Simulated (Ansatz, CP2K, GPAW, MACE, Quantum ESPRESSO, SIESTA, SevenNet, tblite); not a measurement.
# Quantum ESPRESSO on (5,5) carbon nanotube bundle (80 atoms): settings compared

How far do other settings of Quantum ESPRESSO move the forces in (5,5) carbon nanotube bundle (80 atoms)? One run of the same program serves as the yardstick.

Main program and level: Quantum ESPRESSO 7.5; the method is named at each step.

### 1. The structure

The cell holds 80 atoms: 80 C. Cell: a = 10.081 Å, b = 10.081 Å, c = 9.721 Å, α = 90.0°, β = 90.0°, γ = 120.0°. It derives from C (graphene). Graphene sheet (a = 2.46 Å) rolled into a (5,5) tube of diameter 6.78 Å, 4 periods, hexagonal bundle with 3.3 Å between walls; minimised with a classical potential (one cell length free). Then every atom was moved at random, 0.02 Å r.m.s. a Cartesian component. The structure's axis is c.

The yardstick, on the same geometry:

```
method                 : Kohn-Sham DFT, PBE, SSSP efficiency 1.3.0 pseudopotentials, plane waves (Quantum ESPRESSO 7.5); sssp-pbe-1.3.0-efficiency, cutoffs 45/360 Ry, Γ point
r.m.s. force component : 1.375 eV/Å
longest force          : 5.533 eV/Å
pressure               : 11.26 GPa
time                   : 2.1 min on 2 MPI ranks of Arm Neoverse V2, shared host
CPU time               : 4.1 min
```

### 2. PBE, sssp-1.3.0-efficiency, 35/280 Ry

Method: Kohn-Sham DFT, PBE, SSSP efficiency 1.3.0 pseudopotentials, plane waves.

File pw.in:

```
&control
  calculation = 'scf'
  pseudo_dir = './pseudo'
  outdir = './tmp'
  disk_io = 'none'
  tprnfor = .true.
  tstress = .true.
/
&system
  ibrav = 0
  nat = 80
  ntyp = 1
  ecutwfc = 35
  ecutrho = 280
  nosym = .true.
  occupations = 'smearing'
  smearing = 'fd'
  degauss = 0.003675
/
&electrons
  conv_thr = 4.0e-07
  electron_maxstep = 100
  mixing_beta = 0.2
  mixing_mode = 'local-TF'
  diagonalization = 'david'
/
ATOMIC_SPECIES
C 12.011 C.upf
CELL_PARAMETERS angstrom
10.08135 0.00000 0.00000
-5.04067 8.73070 0.00000
0.00000 0.00000 9.72051
ATOMIC_POSITIONS crystal
C 0.37391 0.08025 0.13124
C 0.38992 0.15956 0.00617
C 0.36849 0.28778 0.00402
C 0.33443 0.33386 0.13202
C 0.22747 0.38251 0.13332
C 0.15841 0.38869 0.25639
C 0.99689 0.33367 0.00830
C 0.92093 0.28868 0.12918
C 0.76927 0.16107 0.13421
C 0.71223 0.08230 0.25481
C 0.62998 0.92299 0.00937
C 0.61351 0.84099 0.13037
C 0.62949 0.71331 0.13126
C 0.66408 0.66733 0.25777
C 0.77321 0.61795 0.25815
C 0.84697 0.61253 0.13530
C 0.99827 0.66411 0.12996
C 0.08600 0.71533 0.25459
C 0.22838 0.83625 0.25747
C 0.28576 0.91633 0.13038
C 0.37057 0.07894 0.38316
C 0.39047 0.15590 0.25546
C 0.36399 0.28219 0.25598
C 0.33585 0.33621 0.37992
C 0.22881 0.38260 0.37799
C 0.15788 0.38388 0.50617
C 0.99918 0.33129 0.25817
C 0.91576 0.28280 0.37914
C 0.77174 0.15521 0.38228
C 0.70916 0.07814 0.50575
C 0.62644 0.91772 0.25846
C 0.61496 0.84283 0.38236
C 0.63478 0.71444 0.38019
C 0.66755 0.66566 0.50495
C 0.77168 0.61544 0.50484
C 0.84189 0.61515 0.38143
C 0.99848 0.66616 0.38067
C 0.08019 0.71213 0.50835
C 0.23078 0.84441 0.50714
C 0.29113 0.92198 0.38465
C 0.36828 0.07880 0.63031
C 0.38516 0.15364 0.50857
C 0.36582 0.28645 0.50828
C 0.33773 0.33504 0.63071
C 0.22776 0.38576 0.62972
C 0.15828 0.38553 0.75646
C 0.99933 0.33410 0.50732
C 0.91598 0.28762 0.63256
C 0.77262 0.16015 0.63006
C 0.71066 0.08062 0.75700
C 0.62626 0.91659 0.50655
C 0.61321 0.84334 0.63050
C 0.63058 0.71104 0.63244
C 0.66363 0.66664 0.75750
C 0.77424 0.61538 0.75777
C 0.84235 0.61455 0.63102
[... 20 atom lines left out ...]
C 0.99981 0.66593 0.88432
C 0.08558 0.71546 0.00604
C 0.22945 0.84172 0.00859
C 0.28845 0.91860 0.88235
K_POINTS gamma
```

Command:

```console
$ OMP_NUM_THREADS=1 mpirun -np 2 pw.x -in pw.in > output.txt
```

Log:

```text
Program PWSCF
     gamma-point specific algorithms are used
     Parallelization info
     sticks:   dense  smooth     PW     G-vecs:    dense   smooth      PW
     Min        3497    1746    435               228473    80654   10076
     Max        3500    1747    436               228476    80659   10077
     Sum        6997    3493    871               456949   161313   20153
     bravais-lattice index     =            0
     lattice parameter (alat)  =      19.0510  a.u.
     unit-cell volume          =    5773.6893 (a.u.)^3
     number of atoms/cell      =           80
     number of atomic types    =            1
     number of electrons       =       320.00
     number of Kohn-Sham states=          192
     kinetic-energy cutoff     =      35.0000  Ry
     charge density cutoff     =     280.0000  Ry
     scf convergence threshold =      4.0E-07
     mixing beta               =       0.2000
     number of iterations used =            8  local-TF  mixing
     Exchange-correlation= SLA  PW   PBX  PBC
                           (   1   4   3   4   0   0   0)
     crystal axes: (cart. coord. in units of alat)
               a(1) = (   1.000000   0.000000   0.000000 )
               a(2) = (  -0.500000   0.866025   0.000000 )
               a(3) = (   0.000000   0.000000   0.964207 )
     reciprocal axes: (cart. coord. in units 2 pi/alat)
               b(1) = (  1.000000  0.577350 -0.000000 )
               b(2) = (  0.000000  1.154701  0.000000 )
               b(3) = (  0.000000 -0.000000  1.037122 )
     PseudoPot. # 1 for C :
     Pseudo is Projector augmented-wave + core cor, Zval =  4.0
     atomic species   valence    mass     pseudopotential
     C                 4.00    12.01100     C ( 1.00)
     No symmetry found
   Cartesian axes
     number of k points=     1  Fermi-Dirac smearing, width (Ry)=  0.0037
                       cart. coord. in units 2pi/alat
        k(    1) = (   0.0000000   0.0000000   0.0000000), wk =   2.0000000
     Dense  grid:   228475 G-vectors     FFT dimensions: ( 108, 108, 100)
     Smooth grid:    80657 G-vectors     FFT dimensions: (  72,  72,  72)
     Check: negative core charge=   -0.000006
     Initial potential from superposition of free atoms
     starting charge     319.9967, renormalised to     320.0000
     Starting wfcs are  320 randomized atomic wfcs
     Self-consistent Calculation
     iteration #  1     ecut=    35.00 Ry     beta= 0.20
     total energy              =   -1476.99624358 Ry
     estimated scf accuracy    <       8.58115430 Ry
     iteration #  2     ecut=    35.00 Ry     beta= 0.20
     total energy              =   -1472.88739313 Ry
     estimated scf accuracy    <       6.73166359 Ry
     iteration #  3     ecut=    35.00 Ry     beta= 0.20
     total energy              =   -1474.13177697 Ry
     estimated scf accuracy    <       0.44832892 Ry
     iteration #  4     ecut=    35.00 Ry     beta= 0.20
     total energy              =   -1474.01605895 Ry
     estimated scf accuracy    <       0.56781476 Ry
     iteration #  5     ecut=    35.00 Ry     beta= 0.20
     total energy              =   -1474.06403887 Ry
     estimated scf accuracy    <       0.03252295 Ry
     iteration #  6     ecut=    35.00 Ry     beta= 0.20
     total energy              =   -1474.05583189 Ry
     estimated scf accuracy    <       0.02210332 Ry
[...]
negative rho (up, down):  1.277E-06 0.000E+00
[...]
negative rho (up, down):  1.172E-06 0.000E+00
[...]
negative rho (up, down):  2.462E-06 0.000E+00
[...]
negative rho (up, down):  2.528E-06 0.000E+00
[...]
negative rho (up, down):  1.449E-06 0.000E+00
     total energy              =   -1474.05725805 Ry
[...]
iteration # 14     ecut=    35.00 Ry     beta= 0.20
     negative rho (up, down):  1.600E-06 0.000E+00
     total energy              =   -1474.05726741 Ry
     estimated scf accuracy    <       0.00000297 Ry
     iteration # 15     ecut=    35.00 Ry     beta= 0.20
     negative rho (up, down):  1.607E-06 0.000E+00
     total energy              =   -1474.05726992 Ry
     estimated scf accuracy    <       0.00000103 Ry
     iteration # 16     ecut=    35.00 Ry     beta= 0.20
     negative rho (up, down):  1.601E-06 0.000E+00
     End of self-consistent calculation
          k = 0.0000 0.0000 0.0000 ( 10077 PWs)   bands (ev):
   -14.9705 -14.6386 -14.6347 -13.9249 -13.8977 -13.8416 -13.7988 -13.5522
   -13.5303 -13.4694 -13.4546 -12.8216 -12.7915 -12.7395 -12.7108 -12.5894
   -12.5191 -11.5457 -11.5012 -11.4492 -11.4043 -10.9769 -10.8504 -10.5207
   -10.5193 -10.2824 -10.2583 -10.2172 -10.1804  -9.9925  -9.8828  -9.8107
    -9.7527  -9.6601  -9.6373  -9.5875  -9.4882  -9.2490  -8.3262  -8.2991
    -8.2538  -8.0683  -8.0079  -7.9920  -7.9762  -7.5058  -7.4403  -6.7359
[...]
7.2245   7.4390   7.5551   7.5994   7.6417   7.6902   7.7579   7.8258
     8.0750   8.1316   8.1980   8.6877   8.9451   8.9622   9.0243   9.1060
     9.5432   9.5703  10.0384  10.0489  10.1866  10.2293  10.3151  10.4335
     the Fermi energy is     5.2164 ev
!    total energy              =   -1474.05727466 Ry
     total all-electron energy =     -6095.185100 Ry
     estimated scf accuracy    <       0.00000016 Ry
     smearing contrib. (-TS)   =      -0.00000082 Ry
     internal energy E=F+TS    =   -1474.05727385 Ry
     The total energy is F=E-TS. E is the sum of the following terms:
     one-electron contribution =    -704.83021754 Ry
     hartree contribution      =     497.60588916 Ry
     xc contribution           =    -373.27765816 Ry
     ewald contribution        =    -400.07552289 Ry
     one-center paw contrib.   =    -493.47976443 Ry
     convergence has been achieved in  16 iterations
     negative rho (up, down):  1.601E-06 0.000E+00
     Forces acting on atoms (cartesian axes, Ry/au):
     atom    1 type  1   force =    -0.00090993    0.00026515   -0.01494775
     atom    2 type  1   force =     0.01133797   -0.03034853    0.01550575
     atom    3 type  1   force =     0.02466704   -0.00149166    0.06484902
     atom    4 type  1   force =     0.03776403   -0.01962659   -0.02399167
     atom    5 type  1   force =    -0.05964960    0.03397885   -0.05366072
     atom    6 type  1   force =     0.02805628   -0.01453609    0.00875780
[...]
atom   78 type  1   force =    -0.08552097   -0.10313812    0.01812801
     atom   79 type  1   force =     0.02840950    0.02439349   -0.06676382
     atom   80 type  1   force =     0.00803347   -0.03709572   -0.00948438
     Total force =     0.826955     Total SCF correction =     0.001003
     Computing stress (Cartesian axis) and pressure
     negative rho (up, down):  1.601E-06 0.000E+00
          total   stress  (Ry/bohr**3)                   (kbar)     P=       85.63
   0.00046765   0.00007441   0.00000112           68.79       10.95        0.17
   0.00007441   0.00060537  -0.00000575           10.95       89.05       -0.85
   0.00000112  -0.00000575   0.00067335            0.17       -0.85       99.05
     Message from routine punch:
     Nothing written, as per user request (disk_io='none')
```

The job ended after 89 s (2 MPI ranks of Arm Neoverse V2, shared host; peak memory 1.3 GiB; 3 min of CPU time).

Banners, paths, timers and routine set-up lines are dropped from the logs unmarked, and long logs keep their key lines alone; longer cuts are marked.

Compared with the plane-wave run:

```yaml
r_m_s_force_component: 1.372 eV/Å
r_m_s_difference_of_force_components: 5.917 meV/Å
longest_difference_of_force_vectors: 16.97 meV/Å
force_difference_over_r_m_s_force: 0.4305 %
slope_of_forces_against_the_reference_s: 0.9984
correlation_of_force_components: 1
pressure: 8.563 GPa
pressure_difference: -2.698 GPa
energy_less_the_same_level_run_s: 28.06 meV/atom
r_m_s_force_difference_from_the_same_level_run: 5.917 meV/Å
```

This is a coarse setting, run to see what it loses.

Local excerpt of 10 atoms (numbers count through the whole input) about C16, which bears the longest force; x, y, z are measured from there.

```csv
atom,x,y,z,distance (Å),bonds,Fx,Fy,Fz (eV/Å)
C16,0.00,0.00,0.00,0.00,3,-5.02,-0.37,-2.26
C17,1.27,0.45,-0.05,1.34,3,4.06,1.51,0.54
C15,-0.77,0.05,1.19,1.42,3,0.65,-0.79,-0.81
C75,-0.79,0.04,-1.27,1.50,3,3.08,-0.77,1.11
C18,1.89,0.90,1.16,2.39,3,-3.01,-3.47,1.03
C36,-0.06,0.02,2.39,2.39,3,-0.28,-0.18,-0.13
C78,1.89,0.90,-1.26,2.44,3,-2.20,-2.65,0.47
C14,-2.12,0.48,1.19,2.48,3,0.54,-0.55,-1.59
C74,-2.11,0.47,-1.23,2.49,3,-0.81,0.00,-2.03
C76,-0.03,0.05,-2.51,2.51,3,-2.55,-0.87,3.52
```

Forces lie 0.43 % from the reference's, at 0.72 times its CPU time.

### 3. PBE, gbrv-1.5, 40/200 Ry

Method: Kohn-Sham DFT, PBE, GBRV 1.5 ultrasoft pseudopotentials, plane waves.

The pseudopotential files are exchanged too: ./pseudo now holds the set gbrv-pbe-1.5.

pw.in: that of step 2 with these lines changed.

```diff
@@ -12,4 +12,4 @@
   ntyp = 1
-  ecutwfc = 35
-  ecutrho = 280
+  ecutwfc = 40
+  ecutrho = 200
   nosym = .true.
```

Log:

```text
[banner, memory and clock lines left out]
Program PWSCF
     gamma-point specific algorithms are used
     bravais-lattice index     =            0
     lattice parameter (alat)  =      19.0510  a.u.
     unit-cell volume          =    5773.6893 (a.u.)^3
     number of atoms/cell      =           80
     number of atomic types    =            1
     number of electrons       =       320.00
     number of Kohn-Sham states=          192
     kinetic-energy cutoff     =      40.0000  Ry
[... lines left out ...]
     scf convergence threshold =      4.0E-07
[... lines left out ...]
     number of k points=     1  Fermi-Dirac smearing, width (Ry)=  0.0037
[... lines left out ...]
     total energy              =    -920.91137923 Ry
[... lines left out ...]
     total energy              =    -916.73291357 Ry
[... lines left out ...]
     total energy              =    -917.96307848 Ry
[... lines left out ...]
     total energy              =    -917.97620066 Ry
[... lines left out ...]
     total energy              =    -917.97620205 Ry
[... lines left out ...]
          k = 0.0000 0.0000 0.0000 ( 12328 PWs)   bands (ev):
   -14.9508 -14.6190 -14.6150 -13.9059 -13.8789 -13.8230 -13.7804 -13.5337
   -13.5118 -13.4512 -13.4363 -12.8037 -12.7736 -12.7219 -12.6931 -12.5719
   -12.5013 -11.5292 -11.4844 -11.4327 -11.3877 -10.9606 -10.8345 -10.5055
[...]
8.0633   8.1150   8.1702   8.6632   8.9183   8.9357   8.9977   9.0794
     9.5421   9.5703  10.0116  10.0226  10.1603  10.2020  10.2938  10.4078
     the Fermi energy is     5.1947 ev
!    total energy              =    -917.97620353 Ry
     estimated scf accuracy    <       0.00000037 Ry
     smearing contrib. (-TS)   =      -0.00000082 Ry
     internal energy E=F+TS    =    -917.97620271 Ry
     The total energy is F=E-TS. E is the sum of the following terms:
     one-electron contribution =    -722.45441480 Ry
     hartree contribution      =     497.46884283 Ry
     xc contribution           =    -292.91511040 Ry
     ewald contribution        =    -400.07552034 Ry
     convergence has been achieved in  15 iterations
     Forces acting on atoms (cartesian axes, Ry/au):
     atom    1 type  1   force =    -0.00143875   -0.00037104   -0.01522130
     atom    2 type  1   force =     0.01073003   -0.03044870    0.01560255
     atom    3 type  1   force =     0.02480443   -0.00204736    0.06543046
[...]
atom   79 type  1   force =     0.02797249    0.02458589   -0.06723915
     atom   80 type  1   force =     0.00738708   -0.03737217   -0.00936142
     Total force =     0.830556     Total SCF correction =     0.000773
     Computing stress (Cartesian axis) and pressure
          total   stress  (Ry/bohr**3)                   (kbar)     P=      107.77
   0.00062320   0.00007409   0.00000100           91.68       10.90        0.15
   0.00007409   0.00076082  -0.00000570           10.90      111.92       -0.84
   0.00000100  -0.00000570   0.00081387            0.15       -0.84      119.73
     Message from routine punch:
     Nothing written, as per user request (disk_io='none')
```

Elapsed: 71 s, on 2 MPI ranks; peak memory 0.87 GiB.

Numbers from this run, and their distance from the reference:

| Quantity | Value |
| --- | --- |
| r.m.s. force component | 1.378 eV/Å |
| r.m.s. difference of force components | 7.384 meV/Å |
| longest difference of force vectors | 30.42 meV/Å |
| force difference over r.m.s. force | 0.5372 % |
| slope of forces against the reference's | 1.003 |
| correlation of force components | 1 |
| pressure | 10.78 GPa |
| pressure difference | -0.4833 GPa |

Against the first run (0.43 %), the force difference from the reference is 0.54 %, at 0.79 times the CPU time.

### 4. The ladder

Differences are against the plane-wave reference, forces as r.m.s. over components; share is that over the reference's r.m.s. force, slope the least-squares factor from reference forces to these. Total energies of different programs have different zeros and aren't compared.

```csv
run,"Δ force, r.m.s. (meV/Å)",share (%),slope,Δ pressure (GPa),cores,CPU time,memory (GiB)
reference,-,-,-,-,2,4.1 min,1.8
"QE PBE, sssp-1.3.0-efficiency, 35/280 Ry (coarse)",5.92,0.430,0.998,-2.70,2,3 min,1.3
"QE PBE, gbrv-1.5, 40/200 Ry",7.38,0.537,1.003,-0.483,2,2.4 min,0.87
```

Rows marked coarse were listed beforehand as settings not expected to be converged; some can still land near the reference.

CPU time is summed over cores on a shared host, where runs went side by side, so it is rough. Symmetry, cutoffs, thresholds, outputs and thread counts weren't matched or tuned between programs; memory under MPI is the largest rank's times the ranks.

Within one program, basis, potentials and functional, energies share a zero. Each run against its twin at the usual cutoff or grid and solver:

```csv
run,twin,Δ energy (meV/atom),"Δ force, r.m.s. (meV/Å)",CPU time over the twin's
"QE PBE, sssp-1.3.0-efficiency, 35/280 Ry","sssp-1.3.0-efficiency, 45/360 Ry",28.1,5.92,0.72
```

### 5. What came out

```yaml
nearest_in_forces: QE PBE, sssp-1.3.0-efficiency, 35/280 Ry (coarse), 0.43 %
its_cpu_time: 3 min
```

In words: PBE on plane waves or a grid with other potentials, cutoffs or grids, coarse settings apart, differs from the reference by 0.54 % (QE PBE, gbrv-1.5, 40/200 Ry) of the r.m.s. force; this holds the reference's own error, so differences of a few per cent don't tell which side is nearer the exact PBE result. Runs with settings chosen to be coarse differ by 0.43 % (QE PBE, sssp-1.3.0-efficiency, 35/280 Ry). None of the electronic-structure runs in the table takes under half the reference's CPU time of 4.1 min; they take 0.57 to 0.72 times as much. In pressure, QE PBE, sssp-1.3.0-efficiency, 35/280 Ry misses by -2.7 GPa, at the same functional; a cutoff this low leaves a large Pulay stress. The reference's pressure holds the uncorrected Pulay stress of its 45 Ry basis, so small pressure differences, and their order, may be the reference's own error. The reference's stress is far from hydrostatic: its diagonal is 9.6, 11.6, 12.6 GPa, compression counted positive. The reference's pressure of 11 GPa belongs to a cell and atoms that aren't relaxed at this level. The electronic-structure runs sample only Γ, in a cell whose shortest periodic width is 9 Å.

[Also dropped from logs without a mark: logging warnings of Python, and SIESTA's first energy breakdown and zero terms.]

[Logs are printed without paths, hosts, clocks, repeated set-up lines and the standing remarks that a program may print on its own settings, such as how far it seeks lower states.]

[Hosts, paths, dates, database ids (printed as entryN), source tags and the programs' standing remarks are cut or masked in the printed files.]
